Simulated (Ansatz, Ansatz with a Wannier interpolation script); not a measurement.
Planning a run of Ansatz 0.2.0 on MoS2 (P6_3/mmc). The input:

```yaml
crystal:
  lattice:
    - [3.169, 0.0, 0.0]
    - [-1.5845, 2.7444345046, 0.0]
    - [0.0, 0.0, 12.324]
  atoms:
    - { symbol: Mo, position: [0.3333333333, 0.6666666667, 0.25] }
    - { symbol: Mo, position: [0.6666666667, 0.3333333333, 0.75] }
    - { symbol: S, position: [0.3333333333, 0.6666666667, 0.623] }
    - { symbol: S, position: [0.6666666667, 0.3333333333, 0.123] }
    - { symbol: S, position: [0.3333333333, 0.6666666667, 0.877] }
    - { symbol: S, position: [0.6666666667, 0.3333333333, 0.377] }
kpoints:
  mp_grid: { grid: [6, 6, 2] }
hamiltonian:
  xc: pbesol
scf:
  occupations: { method: fixed }
gw:
  n_empty_bands: 207
  ecut_chi: 90
  qp_bands: [v14, c6]
  screening: { model: godby_needs }
```

The database entry behind the starting cell differs from later determinations by our own check (about 0.3 % long), so it need not match the best structure at ambient conditions.

```sh
ansatz run input.yaml --threads 2 --pin off --max-ram 92160MiB --backend cuda --events-out ev --progress --plain --runs-dir out --devices 1 --max-vram 13GiB  # rebuilt from the run's record
```

Q: How long will it take on 1 × NVIDIA H100 80GB HBM3 (shared by 6 runs) with 2 threads of AMD EPYC 7R13 (Zen 3), shared host, and how much memory?

It took 41 s; on shared hardware allow 20 s to 81 s. Peak host memory was 1.7 GiB. The sizes that set the cost: 2081 plane waves a state, 14 irreducible k points, 233 bands summed, 229 plane waves in the screening and 7 SCF cycles.

The screening grows as filled bands × empty bands × pairs of k points, times the square of the screening basis for the matrix.

[Paths, hosts, dates, memory and timing lines, banners, echoed tables and standing remarks are left out of the program output.]

[Logs are printed without paths, hosts, clocks, repeated set-up lines and the standing remarks that a program may print on its own settings, such as how far it seeks lower states.]

[Runs of the session that timed out or met a known fault of the program may be left out.]

[Hosts, paths, dates, database ids (printed as entryN), source tags and the programs' standing remarks are cut or masked in the printed files.]
